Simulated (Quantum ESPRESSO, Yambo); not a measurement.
# BaAlGeH (P3m1): G0W0 with Yambo, start to end, part 2 of 3

Aim: the G0W0 gap of BaAlGeH (P3m1) on PBEsol, step by step.

Quantum ESPRESSO 7.5 and Yambo 5.3.0; PBEsol and many-body steps on it, plane waves. Known limits of the many-body steps: not at the basis limit; no spin-orbit coupling; coarse k mesh.

So far. Step 2 (Ground state): The gap is indirect, with the least direct gap 0.52 eV higher. Step 3 (Bands along the symmetry lines): The gap is 0.745 eV, −0.041 eV from the run before at this level.

## (4) Empty states on the mesh, 3×3×4 mesh, 121 bands

Level of this step: DFT, PBEsol, plane waves, norm-conserving pseudopotentials (Quantum ESPRESSO).

The sums over transitions need many empty states on a uniform mesh; this step solves for them.

Input file pw.in:

```
&control
  calculation = 'nscf'
  prefix = 'x'
  outdir = 'o'
  pseudo_dir = 'pseudo'
/
&system
  ibrav = 0
  nat = 4
  ntyp = 4
  ecutwfc = 116.0
  nbnd = 121
  force_symmorphic = .true.
/
&electrons
  conv_thr = 1e-9
  electron_maxstep = 80
  diago_full_acc = .true.
  diago_thr_init = 5e-6
/
ATOMIC_SPECIES
  Ba 137.33 Ba.upf
  Al 26.982 Al.upf
  Ge 72.63 Ge.upf
  H 1.008 H.upf
CELL_PARAMETERS angstrom
  4.3448400000 -0.0000000000 0.0000000000
  -2.1724200000 3.7627418154 0.0000000000
  0.0000000000 0.0000000000 5.2160600000
ATOMIC_POSITIONS crystal
  Ba 0.0000000000 0.0000000000 0.0000000000
  Al 0.6666666667 0.3333333333 0.5395000000
  Ge 0.3333333333 0.6666666667 0.4551000000
  H 0.6666666667 0.3333333333 0.8703000000
K_POINTS automatic
  3 3 4 0 0 0
```

Started as:

```bash
$ OMP_NUM_THREADS=1 mpirun -n 4 pw.x -nk 4 -in pw.in > pw.out
```

What it wrote:

```text
[banner, memory and clock lines left out]
Program PWSCF v.7.5 starts

     Atomic positions and unit cell read from directory:
     o/x.save/

     Message from routine setup:
     using ibrav=0 with symmetry is DISCOURAGED, use correct ibrav instead

     G-vector sticks info

     bravais-lattice index     =            0
     lattice parameter (alat)  =       8.2106  a.u.
     unit-cell volume          =     575.4630 (a.u.)^3
     number of atoms/cell      =            4
     number of atomic types    =            4
     number of electrons       =        36.00
     number of Kohn-Sham states=          121
     kinetic-energy cutoff     =     116.0000  Ry
     charge density cutoff     =     464.0000  Ry
     Exchange-correlation= PBESOL
                           (   1   4  10   8   0   0   0)

     celldm(1)=   8.210558  celldm(2)=   0.000000  celldm(3)=   0.000000
     celldm(4)=   0.000000  celldm(5)=   0.000000  celldm(6)=   0.000000

     crystal axes: (cart. coord. in units of alat)
               a(1) = (   1.000000  -0.000000   0.000000 )
               a(2) = (  -0.500000   0.866025   0.000000 )
               a(3) = (   0.000000   0.000000   1.200518 )

     reciprocal axes: (cart. coord. in units 2 pi/alat)
               b(1) = (  1.000000  0.577350 -0.000000 )
               b(2) = (  0.000000  1.154701 -0.000000 )
               b(3) = ( -0.000000 -0.000000  0.832974 )
     Pseudo is Norm-conserving + core correction, Zval = 10.0
     Generated using ONCVPSP code by D. R. Hamann
     Using radial grid of 1936 points,  6 beta functions with:
     Pseudo is Norm-conserving + core correction, Zval =  3.0
     Generated using ONCVPSP code by D. R. Hamann
     Using radial grid of 1876 points,  6 beta functions with:
     Pseudo is Norm-conserving + core correction, Zval = 22.0
     Generated using ONCVPSP code by D. R. Hamann
     Using radial grid of 1560 points,  6 beta functions with:
     Pseudo is Norm-conserving, Zval =  1.0
     Generated using ONCVPSP code by D. R. Hamann
     Using radial grid of 1180 points,  3 beta functions with:
     Ba               10.00   137.33000     Ba( 1.00)
     Al                3.00    26.98200     Al( 1.00)
     Ge               22.00    72.63000     Ge( 1.00)
     H                 1.00     1.00800     H ( 1.00)

      6 Sym. Ops. (no inversion) found

   Cartesian axes

     site n.     atom                  positions (alat units)
         1        Ba     tau(   1) = (   0.0000000   0.0000000   0.0000000  )
         2        Al     tau(   2) = (   0.5000000   0.2886751   0.6476796  )
         3        Ge     tau(   3) = (  -0.0000000   0.5773503   0.5463559  )
         4        H      tau(   4) = (   0.5000000   0.2886751   1.0448111  )

     number of k points=    10
                       cart. coord. in units 2pi/alat
        k(    1) = (   0.0000000   0.0000000   0.0000000), wk =   0.0555556
        k(    2) = (   0.0000000   0.0000000   0.2082434), wk =   0.1111111
        k(    3) = (   0.0000000   0.0000000  -0.4164868), wk =   0.0555556
[...]
k(    9) = (   0.3333333   0.5773503  -0.4164868), wk =   0.1111111
        k(   10) = (   0.0000000  -0.3849002   0.2082434), wk =   0.3333333

     Dense  grid:    97027 G-vectors     FFT dimensions: (  60,  60,  72)

     The potential is recalculated from file :
     o/x.save/charge-density

     Starting wfcs are   23 randomized atomic wfcs +   98 random wfcs

     Band Structure Calculation

     End of band structure calculation

          k = 0.0000 0.0000 0.0000 ( 12099 PWs)   bands (ev):

  -153.9889-101.3027-101.3027-101.2795 -19.2182 -15.2368 -15.2368 -15.1929
   -15.1929 -15.1886  -4.5844  -4.2121  -4.2121  -1.1902   3.8128   7.2974
     7.6472   7.6472   9.2012  11.3722  11.3722  12.4264  12.4264  12.4745
    12.4745  12.5395  13.1639  15.2655  15.6816  15.6816  18.8863  20.3621
[...]
[... 4 further rows ...]
[...]
65.7907

          k = 0.0000 0.0000 0.2082 ( 12136 PWs)   bands (ev):

  -153.9889-101.3027-101.3027-101.2795 -19.2166 -15.2368 -15.2368 -15.1930
[...]
[... 4 further rows ...]
[...]
66.8649

          k = 0.0000 0.0000-0.4165 ( 12142 PWs)   bands (ev):

  -153.9889-101.3027-101.3027-101.2795 -19.2150 -15.2368 -15.2368 -15.1931
[...]
42.3937  42.3937  42.5479  42.9452  43.5619  43.5619  44.3345  44.3345
     [... 4 further rows ...]
    64.2431  65.2018  65.2018  65.5293  65.8528  66.1809  66.1809  66.8085
    66.8086

          k = 0.0000 0.3849 0.0000 ( 12118 PWs)   bands (ev):

     [... further k-points ...]

     highest occupied, lowest unoccupied level (ev):     8.0698    9.0041

     XML data file, pseudopotentials, collected wavefunctions
```

Run time: 36 s. Hardware: 4 MPI ranks of Arm Neoverse V1, shared host; peak memory 0.81 GiB; 2.4 min of CPU time.

This step gave:

```yaml
gap: 0.9343 eV
k_of_the_valence_top: 0, 0, -0.5
k_of_the_conduction_bottom: 0, -0.3333, 0.25
least_direct_gap: 1.327 eV
k_points_computed: 10
lowest_point_of_the_top_converged_band_above_the_valence_top: 56.1856 eV
```

On this mesh the gap is 0.934 eV. The earlier step found 0.786 eV, so this mesh misses an edge.

## (5) Conversion and set-up

This step: Yambo 5.3.0; conversion and set-up on PBEsol, plane waves, norm-conserving pseudopotentials.

The states are converted to the many-body program's format and the q mesh is built.

Started as:

```bash
$ (cd o/x.save; p2y > p2y.log; mv SAVE ../..); yambo > setup.log
```

What it wrote:

```text
 Yambo, version 5.3.0

 [02] CORE Variables Setup
 =========================

  [02.01] Unit cells
  ==================

  Cell kind             :  HCP
  Atoms in the cell     :  Ba  Al  Ge  H
  number of Ba atoms    :  1
  number of Al atoms    :  1
  number of Ge atoms    :  1
  number of H  atoms    :  1

  List of atomic masses
  Mass of Ba    :  137.3300
  Mass of Al    :  26.98200
  Mass of Ge    :  72.63000
  Mass of H     :  1.008000

  List of atomic coordinates    : [cc]
  Ba1       :  0.000000  0.000000  0.000000  order 1
  Al1       :  4.105279  2.370184  5.317811  order 2
  Ge1       : -0.41053E-09   4.7404       4.4859      order 3
  H1       :  4.105279  2.370184  8.578482  order 4

  Alat factors          :  8.210558  7.110552  9.856925 [a.u.]
  Direct lattice volume :  575.4630 [a.u.]
  Direct lattice vectors:  A[ 1 ]  A[ 2 ]  A[ 3 ]
   A[ 1 ]:  1.000000 -0.000000  0.000000  [iru]
   8.210558 -0.000000  0.000000  [cc]
   A[ 2 ]: -0.500000  1.000000  0.000000  [iru]
  -4.105279  7.110552  0.000000  [cc]
   A[ 3 ]:  0.000000  0.000000  1.000000  [iru]
   0.000000  0.000000  9.856925  [cc]

  Recip. lattice volume :  0.431045 [a.u.]
  Recip. lattice vectors:  B[ 1 ]  B[ 2 ]  B[ 3 ]
   B[ 1 ]:  1.000000  0.500000  0.000000  [iku]
   0.765257  0.441821 -0.000000  [cc]
   B[ 2 ]:  0.000000  1.000000  0.000000  [iku]
   0.000000  0.883642 -0.000000  [cc]
   B[ 3 ]:  0.000000  0.000000  1.000000  [iku]
  -0.000000 -0.000000  0.637439  [cc]

  [02.02] Symmetries
  ==================

  Inversion symmetry    : yes
  Spatial inversion     : no
  Inversion index       :   7
  K-space Time-reversal : yes
  Magnetic symmetries   : no
  Time-reversal derived K-space symmetries:   7  12
  Group table correct   : yes
  Symmetries units      :  [cc]

   [S  1]:   1.0000       0.0000       0.0000     -0.12996E-16   1.0000       0.0000       0.0000       0.0000       1.0000
   [S  2]: -0.500000  0.866025  0.000000 -0.866025 -0.500000  0.000000  0.000000  0.000000  1.000000
   [S  3]: -0.500000 -0.866025  0.000000  0.866025 -0.500000  0.000000  0.000000  0.000000  1.000000
   [S  4]:  -1.0000       0.0000       0.0000      0.12996E-16   1.0000       0.0000       0.0000       0.0000       1.0000
   [S  5]:  0.500000  0.866025  0.000000  0.866025 -0.500000  0.000000  0.000000  0.000000  1.000000
   [S  6]:  0.500000 -0.866025  0.000000 -0.866025 -0.500000  0.000000  0.000000  0.000000  1.000000
   [S* 7]:  -1.0000      -0.0000      -0.0000      0.12996E-16  -1.0000      -0.0000      -0.0000      -0.0000      -1.0000
   [S* 8]:  0.500000 -0.866025 -0.000000  0.866025  0.500000 -0.000000 -0.000000 -0.000000 -1.000000
   [S* 9]:  0.500000  0.866025 -0.000000 -0.866025  0.500000 -0.000000 -0.000000 -0.000000 -1.000000
   [S*10]:   1.0000      -0.0000      -0.0000     -0.12996E-16  -1.0000      -0.0000      -0.0000      -0.0000      -1.0000
[...]
Grid dimensions      :   4   3   3
  K lattice UC volume  :  0.011973 [a.u.]

  IBZ K-points                                      :  10
  BZ  K-points                                      :   36

  K/Q-points units:
  rlu = crystal or reduced units; cc = cartesian coordinates; iku = interal k-units

  K [ 1]         [rlu]:  0.000000  0.000000  0.000000
         WF components:  12099
  K [ 2]         [rlu]:  0.000000  0.000000  0.250000
         WF components:  12136
  K [ 3]         [rlu]:  0.000000  0.000000 -0.500000
         WF components:  12142
[...]
K [ 8]         [rlu]:  0.333333  0.333333  0.250000
[...]
K [ 9]         [rlu]:  0.333333  0.333333 -0.500000
         WF components:  12138
  K [10]         [rlu]:  0.000000 -0.333333  0.250000
         WF components:  12147

  [02.05] Energies & Occupations
  ==============================

  [X] === General ===
  [X] Electronic Temperature                        :  0.000000  0.000000 [eV K]
  [X] Bosonic    Temperature                        :  0.000000  0.000000 [eV K]
  [X] Finite Temperature mode                       : no
  [X] El. density                                   :  0.42216E+24 [cm-3]
  [X] Fermi Level                                   :  8.069821 [eV]

  [X] === Gaps and Widths ===
  [X] Conduction Band Min                           :  0.934250 [eV]
  [X] Valence Band Max                              :  0.000000 [eV]
  [X] Filled Bands                                  :  18
  [X] Empty Bands                                   :   19  121
  [X] Direct Gap                                    :  1.326851 [eV]
  [X] Direct Gap localized at k                     :  10
  [X] Indirect Gap                                  :  0.934250 [eV]
  [X] Indirect Gap between kpts                     :   3  10
  [X] Last valence band width                       :  0.928043 [eV]
  [X] 1st conduction band width                     :  2.208539 [eV]

  E @ K [ 1]:  [eV]
  -162.0587 -109.3725 -109.3725 -109.3493  -27.2881  -23.3066  -23.3066  -23.2628
[...]
occ @ K [ 1]
[...]
E @ K [ 2]:  [eV]
[...]
occ @ K [ 2]
[...]
E @ K [ 3]:  [eV]
[...]
occ @ K [ 3]
[...]
E @ K [ 8]:  [eV]
[...]
occ @ K [ 8]
[...]
E @ K [ 9]:  [eV]
[...]
occ @ K [ 9]
[...]
E @ K [10]:  [eV]
[...]
occ @ K [10]
[...]
0.000000  0.000000  0.000000  0.000000  0.000000  0.000000  0.000000  0.000000
   0.000000  0.000000  0.000000  0.000000  0.000000  0.000000  0.000000  0.000000

 [03] Transferred momenta grid and indexing
 ==========================================

 IBZ Q-points                                      :  10
 BZ  Q-points                                      :   36

 K/Q-points units:
 rlu = crystal or reduced units; cc = cartesian coordinates; iku = interal k-units

 Q [ 1]         [rlu]:  0.000000  0.000000  0.000000
 Q [ 2]         [rlu]:  0.000000  0.000000  0.250000
 Q [ 3]         [rlu]:  0.000000  0.000000 -0.500000
[...]
Q [ 8]         [rlu]:  0.333333  0.333333  0.250000
 Q [ 9]         [rlu]:  0.333333  0.333333 -0.500000
 Q [10]         [rlu]:  0.50022E-17 -0.33333      0.25000

  [03.01] X indexes
  =================

   [03.01.01] Sigma indexes
   ========================

 [06] Game Over & Game summary
```

Run time: 4.7 s. Hardware: 1 MPI rank; peak memory 0.25 GiB.

(Continued in part 3 of 3.)

[Paths, hosts, dates, memory and timing lines, banners, echoed tables and standing remarks are left out of the program output.]

[Logs are printed without paths, hosts, clocks, repeated set-up lines and the standing remarks that a program may print on its own settings, such as how far it seeks lower states.]

[Runs of the session that timed out or met a known fault of the program may be left out.]

[Hosts, paths, dates, database ids (printed as entryN), source tags and the programs' standing remarks are cut or masked in the printed files.]
